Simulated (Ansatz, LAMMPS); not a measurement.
# Squeezing and shearing glassy 69SiO2-19Al2O3-6SrO-6Li2O (mol %) (106 atoms), part 3 of 3

Aim: relax glassy 69SiO2-19Al2O3-6SrO-6Li2O (mol %) (106 atoms), then change its volume and shape to read moduli from the stress.

Ansatz 0.2.0; Kohn-Sham DFT, PBE, PAW (set soft_2), plane waves.

The cell: 22 Si, 12 Al, 2 Sr, 4 Li and 66 O. The quench rate of 50 K/ps far exceeds what a furnace or splat quench reaches. The starting topology of bonds comes from the classical model. Sampling is at Γ alone.

So far. Step 9 (Volume -10 %): The relaxation converged after 34 steps, 5.92 eV below its start, with a largest force component of 0.044 eV/Å. Step 9 (Volume -10 %): Volume -10 %: the energy stands 2.27 eV above that of the reference, at a pressure of 6.28 GPa.

## (10) Stretched by 1 % along x

The relaxed cell is strained along x alone, which gives the stiffness along x and its coupling to y and z.

File input.yaml:

```yaml
crystal:
  lattice:
    - [11.3267, -0.07021, 0.24696]
    - [-0.07091, 11.10796, -0.11768]
    - [0.24943, -0.11768, 11.03931]
  atoms:
    [... the 106 atom lines of step 4 ...]
kpoints:
  mp_grid: { grid: [1, 1, 1] }
hamiltonian:
  xc: pbe
scf:
  occupations: { method: gaussian, width: 0.025 }
output:
  forces: true
  eigenvalues: true
  stress: true
relax:
  f_tol: 0.05
  max_steps: 70
```

The run is started by

```sh
ansatz run input.yaml --threads 4 --pin off --max-ram 8192MiB --backend cpu --events-out ev --progress --plain --runs-dir out
```

Numbers of over 12 decimals in the logs are rounded to 6 here.

Log:

```text
[...]
Crystal: 106 atoms, lattice volume = 1388.036 Å³
Basis set: ecut = 420 eV, 27143 PW (Γ), exchange–correlation on 160×150×150 points (8 copies of the dense FFT grid, shifted against one another)
Bands: 382, of which v1, the nominal top of the filled ones, is band 276 counted from 1 (275 counted from 0)
Symmetry: 1 space group operations
[...]
k-points: 1
[...]
SCF iter   1: F=—  HF=-65924.005411 eV  |F-HF|=—  |Δ(HF+E_count)|=         —  Δρ=1.89e-3  dr2=5.94e-2  ethr=1.77e-3  ⟨swp⟩=7.0  Hψ=1875  notcnv=0  defer=44
[...]
SCF iter   5: F=—  HF=-65924.030759 eV  |F-HF|=—  |Δ(HF+E_count)|=   3.36e-5  Δρ=7.11e-5  dr2=6.64e-5  ethr=5.46e-8  ⟨swp⟩=2.0  Hψ=487  notcnv=0  defer=102
SCF iter   6: F=-65924.030767 eV  HF=-65924.030776 eV  |F-HF|=8.70e-6  |Δ(HF+E_count)|=   1.66e-5  Δρ=4.01e-5  dr2=1.90e-5  ethr=1.13e-8  ⟨swp⟩=16.0  Hψ=2371  notcnv=0
SCF 1 converged in 6 iterations: F = -65924.030767 eV  dr2 = 1.90e-5
[...]
relax step   1: F+E_penalty+E_count = -65924.03076718 eV  Δ(F+E_penalty+E_count) = +0.000e0 eV  max|allowed force component| = 4.544e-1 eV/Å  Δτ_max = 0.0000 Å  (6 SCF iters, dr2 threshold 6.25e-5 eV, accepted)
[...]
relax step   2: F+E_penalty+E_count = -65924.07968876 eV  Δ(F+E_penalty+E_count) = -4.892e-2 eV  max|allowed force component| = 2.670e-1 eV/Å  Δτ_max = 0.0380 Å  (5 SCF iters, dr2 threshold 1.29e-5 eV, accepted)
[...]
relax step   3: F+E_penalty+E_count = -65924.10968367 eV  Δ(F+E_penalty+E_count) = -2.999e-2 eV  max|allowed force component| = 1.083e-1 eV/Å  Δτ_max = 0.0266 Å  (6 SCF iters, dr2 threshold 4.46e-6 eV, accepted)
relax step   4: F+E_penalty+E_count = -65924.11382830 eV  Δ(F+E_penalty+E_count) = -4.145e-3 eV  max|allowed force component| = 9.093e-2 eV/Å  Δτ_max = 0.0441 Å  (7 SCF iters, accepted)
relax step   5: F+E_penalty+E_count = -65924.11621987 eV  Δ(F+E_penalty+E_count) = -2.392e-3 eV  max|allowed force component| = 6.052e-2 eV/Å  Δτ_max = 0.0224 Å  (7 SCF iters, accepted)
[...]
relax step   6: F+E_penalty+E_count = -65924.11933233 eV  Δ(F+E_penalty+E_count) = -3.112e-3 eV  max|allowed force component| = 4.676e-2 eV/Å  Δτ_max = 0.0145 Å  (7 SCF iters, accepted)
SCF converged after 7 iterations
Free energy (F): -65924.119332 eV
[...]
Internal energy: -65924.119332 eV  (E = F + TS)
E sigma→0 (E₀):  -65924.119332 eV
Fermi energy:    5.298765 eV
[...]
Σ components = -65924.119332   (vs F -65924.119332, Δ=0.00e0)
--- Forces (eV/Å), atoms counted from 1 ---
  atom   1  Si    -0.00816656    -0.00955100     0.00480385
  atom   2  Si    -0.00006241     0.01057063     0.00402265
  atom   3  Si     0.01190476     0.00242284     0.00656554
  atom   4  Si    -0.00478987    -0.00902321    -0.00112553
[...]
atom 106  O      0.00318507    -0.00682983     0.00667730
  max |Σ_I F_I| component: 1.60e-4 eV/Å
--- Stress (GPa, compression-positive) ---
       -1.158751       0.128815       0.227667
        0.128815      -0.286306      -0.045414
        0.227678      -0.045416      -0.271672
  P = ⅓ Tr σ = -0.5722 GPa (-5.722 kbar)
--- Band table (eV) ---
[...]
--- Relaxed structure (6 steps of the walk, 6 accepted, 0 SCFs on fresh bases) ---
  F+E_penalty+E_count = -65924.11933233 eV   max|allowed force component| = 4.676e-2 eV/Å
  atoms:
    - { symbol: Si, position: [0.765897, 0.445543, 0.020801] }
    - { symbol: Si, position: [0.034564, 0.956961, 0.624198] }
    - { symbol: Si, position: [0.132721, 0.065193, 0.279745] }
    - { symbol: Si, position: [0.688695, 0.292866, 0.583600] }
[...]
- { symbol: O, position: [0.019026, 0.102294, 0.662780] }
```

Run time: 1.7 min. Hardware: 4 threads of Arm Neoverse V1, shared host; peak memory 1.8 GiB.

The relaxation converged after 6 steps, 0.0886 eV below its start, with a largest force component of 0.047 eV/Å.

Stretched by 1 % along x: the energy stands 0.0477 eV above that of the reference, at a pressure of -0.572 GPa.

## (11) Compressed by 1 % along x

The relaxed cell is strained along x alone, which gives the stiffness along x and its coupling to y and z.

input.yaml, the sections that differ from step 10:

```yaml
crystal:
  lattice:
    - [11.1024, -0.07021, 0.24696]
    - [-0.06951, 11.10796, -0.11768]
    - [0.24449, -0.11768, 11.03931]
  atoms:
    [... the 106 atom lines of step 4 ...]
# kpoints, hamiltonian, scf, output, relax: as in step 10
```

Log:

```text
[...]
Crystal: 106 atoms, lattice volume = 1360.549 Å³
Basis set: ecut = 420 eV, 26627 PW (Γ), exchange–correlation on 150×150×150 points (8 copies of the dense FFT grid, shifted against one another)
Bands: 382, of which v1, the nominal top of the filled ones, is band 276 counted from 1 (275 counted from 0)
Symmetry: 1 space group operations
[...]
k-points: 1
[...]
SCF iter   1: F=—  HF=-65924.003253 eV  |F-HF|=—  |Δ(HF+E_count)|=         —  Δρ=1.91e-3  dr2=5.92e-2  ethr=1.77e-3  ⟨swp⟩=7.0  Hψ=1876  notcnv=0  defer=46
[...]
SCF iter   5: F=-65924.026989 eV  HF=-65924.026995 eV  |F-HF|=5.63e-6  |Δ(HF+E_count)|=   3.08e-5  Δρ=6.93e-5  dr2=6.11e-5  ethr=5.22e-8  ⟨swp⟩=2.0  Hψ=487  notcnv=0  defer=102
SCF iter   6: F=-65924.027002 eV  HF=-65924.027011 eV  |F-HF|=9.40e-6  |Δ(HF+E_count)|=   1.64e-5  Δρ=4.00e-5  dr2=1.80e-5  ethr=1.11e-8  ⟨swp⟩=15.0  Hψ=2414  notcnv=0
SCF 1 converged in 6 iterations: F = -65924.027002 eV  dr2 = 1.80e-5
[...]
relax step   1: F+E_penalty+E_count = -65924.02700178 eV  Δ(F+E_penalty+E_count) = +0.000e0 eV  max|allowed force component| = 4.848e-1 eV/Å  Δτ_max = 0.0000 Å  (6 SCF iters, dr2 threshold 6.25e-5 eV, accepted)
[...]
relax step   2: F+E_penalty+E_count = -65924.07812096 eV  Δ(F+E_penalty+E_count) = -5.112e-2 eV  max|allowed force component| = 2.564e-1 eV/Å  Δτ_max = 0.0543 Å  (5 SCF iters, dr2 threshold 1.47e-5 eV, accepted)
[...]
relax step   3: F+E_penalty+E_count = -65924.10785569 eV  Δ(F+E_penalty+E_count) = -2.973e-2 eV  max|allowed force component| = 1.098e-1 eV/Å  Δτ_max = 0.0303 Å  (6 SCF iters, dr2 threshold 4.11e-6 eV, accepted)
[...]
relax step   4: F+E_penalty+E_count = -65924.11221909 eV  Δ(F+E_penalty+E_count) = -4.363e-3 eV  max|allowed force component| = 4.729e-2 eV/Å  Δτ_max = 0.0304 Å  (7 SCF iters, accepted)
SCF converged after 7 iterations
Free energy (F): -65924.112219 eV
[...]
Internal energy: -65924.112219 eV  (E = F + TS)
E sigma→0 (E₀):  -65924.112219 eV
Fermi energy:    5.512719 eV
[...]
Σ components = -65924.112219   (vs F -65924.112219, Δ=0.00e0)
--- Forces (eV/Å), atoms counted from 1 ---
  atom   1  Si     0.02174566    -0.00901723    -0.01310709
  atom   2  Si     0.00831777    -0.01503907    -0.00292040
  atom   3  Si    -0.00355795    -0.00625714     0.02827099
  atom   4  Si    -0.00295311     0.00759875    -0.00715263
[...]
atom 106  O      0.00548823     0.00437812    -0.00716065
  max |Σ_I F_I| component: 1.42e-4 eV/Å
--- Stress (GPa, compression-positive) ---
        1.324378      -0.130065      -0.095307
       -0.130065       0.423474      -0.024497
       -0.095300      -0.024497       0.414430
  P = ⅓ Tr σ = 0.7208 GPa (7.208 kbar)
--- Band table (eV) ---
[...]
--- Relaxed structure (4 steps of the walk, 4 accepted, 0 SCFs on fresh bases) ---
  F+E_penalty+E_count = -65924.11221909 eV   max|allowed force component| = 4.729e-2 eV/Å
  atoms:
    - { symbol: Si, position: [0.764608, 0.445848, 0.019581] }
    - { symbol: Si, position: [0.031615, 0.955718, 0.622353] }
    - { symbol: Si, position: [0.134820, 0.065361, 0.276238] }
    - { symbol: Si, position: [0.691271, 0.292976, 0.584744] }
[...]
- { symbol: O, position: [0.015219, 0.100266, 0.662992] }
```

The job ended after 68 s (4 threads; peak memory 1.8 GiB).

The relaxation converged after 4 steps, 0.0852 eV below its start, with a largest force component of 0.047 eV/Å.

Compressed by 1 % along x: the energy stands 0.0548 eV above that of the reference, at a pressure of 0.721 GPa.

## (12) Sheared by 2 % in xy

A shear of the relaxed cell gives the modulus that volume changes can't reach.

input.yaml, the sections that differ from step 11:

```yaml
crystal:
  lattice:
    - [11.21385, 0.04194, 0.24696]
    - [0.04087, 11.10726, -0.11768]
    - [0.24578, -0.11521, 11.03931]
  atoms:
    [... the 106 atom lines of step 4 ...]
# kpoints, hamiltonian, scf, output, relax: as in step 11
```

Log:

```text
[...]
Crystal: 106 atoms, lattice volume = 1374.155 Å³
Basis set: ecut = 420 eV, 26887 PW (Γ), exchange–correlation on 150×150×150 points (8 copies of the dense FFT grid, shifted against one another)
Bands: 382, of which v1, the nominal top of the filled ones, is band 276 counted from 1 (275 counted from 0)
Symmetry: 1 space group operations
[...]
k-points: 1
[...]
SCF iter   1: F=—  HF=-65923.979268 eV  |F-HF|=—  |Δ(HF+E_count)|=         —  Δρ=1.90e-3  dr2=5.99e-2  ethr=1.77e-3  ⟨swp⟩=7.0  Hψ=1983  notcnv=0  defer=45
[...]
SCF iter   5: F=—  HF=-65923.988950 eV  |F-HF|=—  |Δ(HF+E_count)|=   4.89e-5  Δρ=7.42e-5  dr2=6.68e-5  ethr=4.93e-8  ⟨swp⟩=2.0  Hψ=487  notcnv=0  defer=102
SCF iter   6: F=-65923.988961 eV  HF=-65923.988961 eV  |F-HF|=7.69e-8  |Δ(HF+E_count)|=   1.11e-5  Δρ=2.56e-5  dr2=8.34e-6  ethr=1.13e-8  ⟨swp⟩=16.0  Hψ=2206  notcnv=0
SCF 1 converged in 6 iterations: F = -65923.988961 eV  dr2 = 8.34e-6
[...]
relax step   1: F+E_penalty+E_count = -65923.98896102 eV  Δ(F+E_penalty+E_count) = +0.000e0 eV  max|allowed force component| = 5.475e-1 eV/Å  Δτ_max = 0.0000 Å  (6 SCF iters, dr2 threshold 6.25e-5 eV, accepted)
[...]
relax step   2: F+E_penalty+E_count = -65924.05388879 eV  Δ(F+E_penalty+E_count) = -6.493e-2 eV  max|allowed force component| = 3.870e-1 eV/Å  Δτ_max = 0.0500 Å  (5 SCF iters, dr2 threshold 1.87e-5 eV, accepted)
[...]
relax step   3: F+E_penalty+E_count = -65924.09400958 eV  Δ(F+E_penalty+E_count) = -4.012e-2 eV  max|allowed force component| = 1.198e-1 eV/Å  Δτ_max = 0.0320 Å  (6 SCF iters, dr2 threshold 9.36e-6 eV, accepted)
relax step   4: F+E_penalty+E_count = -65924.10154920 eV  Δ(F+E_penalty+E_count) = -7.540e-3 eV  max|allowed force component| = 1.074e-1 eV/Å  Δτ_max = 0.0367 Å  (7 SCF iters, accepted)
[...]
relax step   5: F+E_penalty+E_count = -65924.10567672 eV  Δ(F+E_penalty+E_count) = -4.128e-3 eV  max|allowed force component| = 4.400e-2 eV/Å  Δτ_max = 0.0226 Å  (7 SCF iters, accepted)
SCF converged after 7 iterations
Free energy (F): -65924.105677 eV
[...]
Internal energy: -65924.105677 eV  (E = F + TS)
E sigma→0 (E₀):  -65924.105677 eV
Fermi energy:    5.401650 eV
[...]
Σ components = -65924.105677   (vs F -65924.105677, Δ=0.00e0)
--- Forces (eV/Å), atoms counted from 1 ---
  atom   1  Si     0.00046144    -0.01247228    -0.01237673
  atom   2  Si     0.01508410     0.00929719    -0.01979047
  atom   3  Si     0.03352742    -0.00300784     0.02554015
  atom   4  Si     0.00049923     0.00646515     0.00974518
[...]
atom 106  O     -0.00096882    -0.02635742     0.00466982
  max |Σ_I F_I| component: 2.31e-4 eV/Å
--- Stress (GPa, compression-positive) ---
        0.300420      -0.732646       0.049986
       -0.732647       0.034883       0.040152
        0.049993       0.040152       0.030849
  P = ⅓ Tr σ = 0.1221 GPa (1.221 kbar)
--- Band table (eV) ---
[...]
--- Relaxed structure (5 steps of the walk, 5 accepted, 0 SCFs on fresh bases) ---
  F+E_penalty+E_count = -65924.10567672 eV   max|allowed force component| = 4.400e-2 eV/Å
  atoms:
    - { symbol: Si, position: [0.764851, 0.444694, 0.017833] }
    - { symbol: Si, position: [0.033344, 0.958322, 0.625165] }
    - { symbol: Si, position: [0.132822, 0.065689, 0.277711] }
    - { symbol: Si, position: [0.689175, 0.291766, 0.584302] }
[...]
- { symbol: O, position: [0.018275, 0.103696, 0.666237] }
```

The job ended after 85 s (4 threads; peak memory 1.8 GiB; 5.4 min of CPU time).

The relaxation converged after 5 steps, 0.117 eV below its start, with a largest force component of 0.044 eV/Å.

Sheared by 2 % in xy: the energy stands 0.0614 eV above that of the reference, at a pressure of 0.122 GPa.

## (13) Pressure against volume

Atoms are relaxed at each volume, in the scaled cell.

```
volume change (%)  volume (Å³/atom)  energy change (meV/atom)  pressure (GPa)  largest move on relaxing (Å)  bonds  gap (eV)
              -10            11.669                     21.44            6.28                          0.97    172                4.65
               -6            12.187                      9.48            4.01                          0.35    167                4.51
               -3            12.576                      2.28            1.95                          0.16    167                4.40
               +0            12.965                      0.00            0.00                             -    165                4.29
               +3            13.354                      1.87           -1.48                          0.20    163                4.18
               +6            13.743                      6.84           -2.70                          0.49    164                3.97
```

## (14) Uniaxial strain and shear

Stress (GPa, compression positive) less that of the relaxed cell, atoms relaxed:

```
                   strain      xx      yy      zz      xy  energy change (meV/atom)
 stretched by 1 % along x  -1.166  -0.288  -0.258   0.126                      0.45
compressed by 1 % along x   1.317   0.422   0.428  -0.133                      0.52
     sheared by 2 % in xy   0.293   0.034   0.044  -0.735                      0.58
```

## (15) Findings

The bulk modulus, from the slope of pressure against ln V over the three points nearest the relaxed volume, is 57.2 GPa; between neighbouring points the slope runs 52, 66, 64, 50 and 43 GPa from the smallest volume up, without a steady fall, so no pressure derivative is given. The count of bonds runs from 163 to 172 over the series, so at some points contacts cross the cutoffs. At -10 % some atom moved by over 0.5 Å on relaxing, so that point may sit in another local minimum. The gap goes from 4.65 eV at the smallest volume to 3.97 eV at the largest, -4.0 eV per unit of ln V by a straight line, on the run's k-points. In the Cartesian axes of the cell, finite differences give C11 = 124, C12 = 35.5, C13 = 34.3 and C66 = 36.8 GPa (the shear of 2 % is the engineering strain, εxy = 0.01). The mean of C11, C12 and C13, which equals the bulk modulus in a cubic or isotropic solid, is 64.7 GPa: it lies 13 % over the bulk modulus from the volumes. For an isotropic solid C66 would equal (C11 − C12)/2 = 44.3 GPa; so small a sample needn't be isotropic, and C66 rests on one shear. With the bulk modulus and C66 as K and G, Young's modulus would be about 91 GPa and Poisson's ratio 0.24.

**Limits.** Strains are finite and relaxations stop at the force tolerance of the input, which can leave moduli too stiff; they are those of a static cell at zero temperature. Volumes are changed with the cell's shape held, so in an anisotropic solid the modulus lies over the one under free hydrostatic load. The program notes that the SCF threshold of the relaxations is loose for the stress.

The DFT runs together took 30 min of wall time.

[Logs are printed without paths, hosts, clocks, repeated set-up lines and the standing remarks that a program may print on its own settings, such as how far it seeks lower states.]

[Hosts, paths, dates, database ids (printed as entryN), source tags and the programs' standing remarks are cut or masked in the printed files.]
